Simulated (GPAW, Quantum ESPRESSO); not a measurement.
Consider Be (Im-3m).

```xyz
1
Lattice="-1.2531 1.2531 1.2531 1.2531 -1.2531 1.2531 1.2531 1.2531 -1.2531" Properties=species:S:1:pos:R:3 pbc="T T T"
Be    0.0000    0.0000    0.0000
```

Absorber: atom 1, with 8 Be at 2.17 Å and 6 Be at 2.51 Å (cube and octahedron, as in bcc, site symmetry m-3m). Method: Quantum ESPRESSO XSpectra, LDA, excited-electron core hole (neutral cell), 15-atom cell with 5.5 Å between holes, 8×8×8 k points, dipole transitions, Lorentzian half width 0.3 eV up to 4 eV, rising linearly to 2.5 eV at 25 eV.

This is not the structure that Be takes at ambient pressure and room temperature (hexagonal, No. 194); it is a model or a phase of other conditions.

Question: Where do the maxima of the Be K edge fall?

Main maxima up to 24 eV above the zero (height): 1.6 eV (1.00), 4.6 eV (1.32) and 10.2 eV (1.38). A K edge sees empty p states on the absorber. The total-energy difference is 115.11 eV. One term is added: -4.44 eV, since the hole is spin-paired here and a spin-polarised one costs that much less in the free atom (computed apart). The photon energy is then 110.67 eV. The tabulated edge of the element is 111.5 eV. The functional leaves an error in such absolute values: in the free atom LDA prices this hole 1.6 eV below PBE (computed apart), and PBE is itself good to a few eV.

The Be K spectrum (energy from the energy zero of the input (xe0, at the border of filled and empty states); intensity scaled to a mean of 1 over the first 20 eV; the points at xe0, where the cut of filled states can leave a spike, are interpolated):

```
E (eV)  intensity
  -2.0       0.05
  -1.0       0.10
   0.0       0.56
   1.0       0.98
   2.0       0.96
   3.0       1.12
   4.0       1.29
   5.0       1.26
   6.0       1.14
   7.0       1.15
   8.0       1.20
   9.0       1.29
  10.0       1.38
  11.0       1.31
  12.0       1.14
  13.0       1.05
  14.0       0.98
  15.0       0.88
  16.0       0.75
  17.0       0.62
  18.0       0.50
  19.0       0.43
  20.0       0.41
  21.0       0.42
  22.0       0.45
  23.0       0.50
  24.0       0.56
  25.0       0.60
  26.0       0.62
  27.0       0.62
  28.0       0.61
  29.0       0.59
  30.0       0.58
  31.0       0.57
  32.0       0.57
```

The holes are only 5.5 Å apart, so the shape is probably not converged with cell size; no larger cell was run here. The structure is a computed Materials Project entry and may be a hypothetical form.

[Banner, clock and machine lines of the logs are left out without a mark of their own.]

[Logs are printed without paths, hosts, clocks, repeated set-up lines and the standing remarks that a program may print on its own settings, such as how far it seeks lower states.]

[Hosts, paths, dates, database ids (printed as entryN), source tags and the programs' standing remarks are cut or masked in the printed files.]

[Lists of maxima count a maximum above −3 eV only where it reaches 4 % of the highest in the window and stands out from its surroundings by 2 % of it (1.5 % where it reaches 55 %); shoulders and weaker maxima are passed over, and of the rest the first, up to two pre-edge ones and the few strongest are named.]
